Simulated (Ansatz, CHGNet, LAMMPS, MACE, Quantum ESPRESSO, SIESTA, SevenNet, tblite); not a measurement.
## Li+ BF4- in dimethyl sulfoxide at 330 K (96 atoms): runs against a plane-wave reference

Density of this cell: 1.15 g/cm³. The cell holds 96 atoms: 18 C, 9 S, 9 O, 54 H, 1 B, 4 F and 1 Li. Cell: a = 10.470 Å, b = 10.470 Å, c = 10.470 Å, α = 90.0°, β = 90.0°, γ = 90.0°. 9 dimethyl sulfoxide, 1 Li+, 1 BF4- placed at random, at 1.15 g/cm³; overlaps pushed apart, then 10 ps at 550 K with stiff harmonic cages for PF6 and BF4 with UFF radii; Joung-Cheatham ions (J. Phys. Chem. B 112, 9020 (2008)); MMFF94 bonds, angles, torsions, charges and radii (Halgren, J. Comput. Chem. 17, 490 (1996)) in harmonic and 12-6 forms; charges of ions scaled by 0.8. Snapshot after 30 ps at 330 K and fixed volume.

Geometry: as built.

The reference, a calculation:

```
method                                           : Kohn-Sham DFT, PBE, SSSP efficiency 1.3.0 pseudopotentials, plane waves (Quantum ESPRESSO 7.5); sssp-pbe-1.3.0-efficiency, cutoffs 60/480 Ry, Γ point
r.m.s. force component                           : 0.7834 eV/Å
longest force                                    : 3.281 eV/Å
pressure                                         : 2.542 GPa
gap (highest filled to lowest empty level) : 3.772 eV
time                                             : 4.7 min on 2 MPI ranks of Arm Neoverse N1, shared host
CPU time                                         : 9.4 min
```

Q: Estimate the differences from the reference, the CPU time and the memory of each run.
- SIESTA PBE, DZP, shift 0.01 Ry, mesh 500 Ry (SIESTA 5.4.2; 2 MPI ranks)
- SIESTA PBE, SZ, shift 0.01 Ry, mesh 500 Ry (SIESTA 5.4.2; 1 thread)
- MACE MP-0b3 medium potential (MACE MP-0b3 medium; 1 thread)
- SevenNet l3i5 potential (SevenNet l3i5; 1 thread)
- SIESTA PBE, DZ, shift 0.01 Ry, mesh 500 Ry (SIESTA 5.4.2; 1 thread)
- SIESTA PBE, DZP, shift 0.02 Ry, mesh 500 Ry (SIESTA 5.4.2; 2 MPI ranks)
- tblite GFN1-xTB (tblite 0.8.0; 1 thread)
- QE PBE, sssp-1.3.0-efficiency, 35/280 Ry (Quantum ESPRESSO 7.5; 2 MPI ranks)
- CHGNet r2SCAN potential (CHGNet r2SCAN; 1 thread)
- SIESTA PBE, TZP, shift 0.01 Ry, mesh 500 Ry (SIESTA 5.4.2; 2 MPI ranks)

Differences are against the plane-wave reference, forces as r.m.s. over components; share is that over the reference's r.m.s. force, slope the least-squares factor from reference forces to these. Total energies of different programs have different zeros and aren't compared.

```tsv
run	Δ force, r.m.s. (meV/Å)	share (%)	slope	Δ pressure (GPa)	Δ gap (eV)	cores	CPU time	memory (GiB)
reference	-	-	-	-	-	2	9.4 min	2.9
SIESTA PBE, DZP, shift 0.01 Ry, mesh 500 Ry	699	89.2	1.340	2.99	0.0949	2	5.9 min	1.7
SIESTA PBE, SZ, shift 0.01 Ry, mesh 500 Ry (coarse)	3059	390	2.436	23.7	-1.25	1	2.3 min	0.72
MACE MP-0b3 medium potential	140	17.9	0.937	-0.537	-	1	15 s	1.2
SevenNet l3i5 potential	104	13.2	0.952	-0.473	-	1	19 s	1.7
SIESTA PBE, DZ, shift 0.01 Ry, mesh 500 Ry (coarse)	1982	253	1.657	8.76	0.206	1	2.6 min	0.82
SIESTA PBE, DZP, shift 0.02 Ry, mesh 500 Ry	580	74.1	1.284	0.918	0.0895	2	4.6 min	1.4
tblite GFN1-xTB	259	33.1	0.918	-2.71	-	1	5.5 s	0.16
QE PBE, sssp-1.3.0-efficiency, 35/280 Ry (coarse)	16.9	2.16	1.012	-2.62	-0.0013	2	4.3 min	1.4
CHGNet r2SCAN potential	340	43.4	0.699	-2.08	-	1	7.2 s	1.5
SIESTA PBE, TZP, shift 0.01 Ry, mesh 500 Ry	605	77.2	1.307	2.52	0.0791	2	7.9 min	1.9
```

Rows marked coarse were listed beforehand as settings not expected to be converged; some can still land near the reference.

Times of the machine-learned potentials are mostly Python's start and the loading of weights.

CPU time is summed over cores on a shared host, where runs went side by side, so it is rough. Symmetry, cutoffs, thresholds, outputs and thread counts weren't matched or tuned between programs; memory under MPI is the largest rank's times the ranks.

The PBE runs in local orbitals, coarse settings apart, differ by 74 % (SIESTA PBE, DZP, shift 0.02 Ry, mesh 500 Ry) to 89 % (SIESTA PBE, DZP, shift 0.01 Ry, mesh 500 Ry); basis, grid and potentials can all enter, and differences of this size make the forces unusable. Tight binding differs by 33 % (tblite GFN1-xTB); it is another model, with fitted parameters of its own, and the xTB methods hold dispersion. Machine-learned potentials differ by 13 % (SevenNet l3i5 potential) to 43 % (CHGNet r2SCAN potential); they were trained on other programs' data, some at another functional. Runs with settings chosen to be coarse differ by 2.2 % (QE PBE, sssp-1.3.0-efficiency, 35/280 Ry) to 390 % (SIESTA PBE, SZ, shift 0.01 Ry, mesh 500 Ry), their programs' other errors included. Periodic xTB results under one method name differ between programs and library versions. Machine-learned potentials mimic data converged in k, so the reference's own k-point error enters their differences. The network of contacts between molecules at the start is that of the classical potential that made the cell, and needn't be the one that DFT or experiment would give. The electronic-structure runs sample only Γ, in a cell whose shortest periodic width is 10 Å.

[Logs are printed without paths, hosts, clocks, repeated set-up lines and the standing remarks that a program may print on its own settings, such as how far it seeks lower states.]

[Hosts, paths, dates, database ids (printed as entryN), source tags and the programs' standing remarks are cut or masked in the printed files.]

[The MMFF94 radii named for the starting cell were scaled by 0.96; in molecules described by MMFF94, hydrogen bound to N, O or S took a small fixed 12-6 site in their place.]
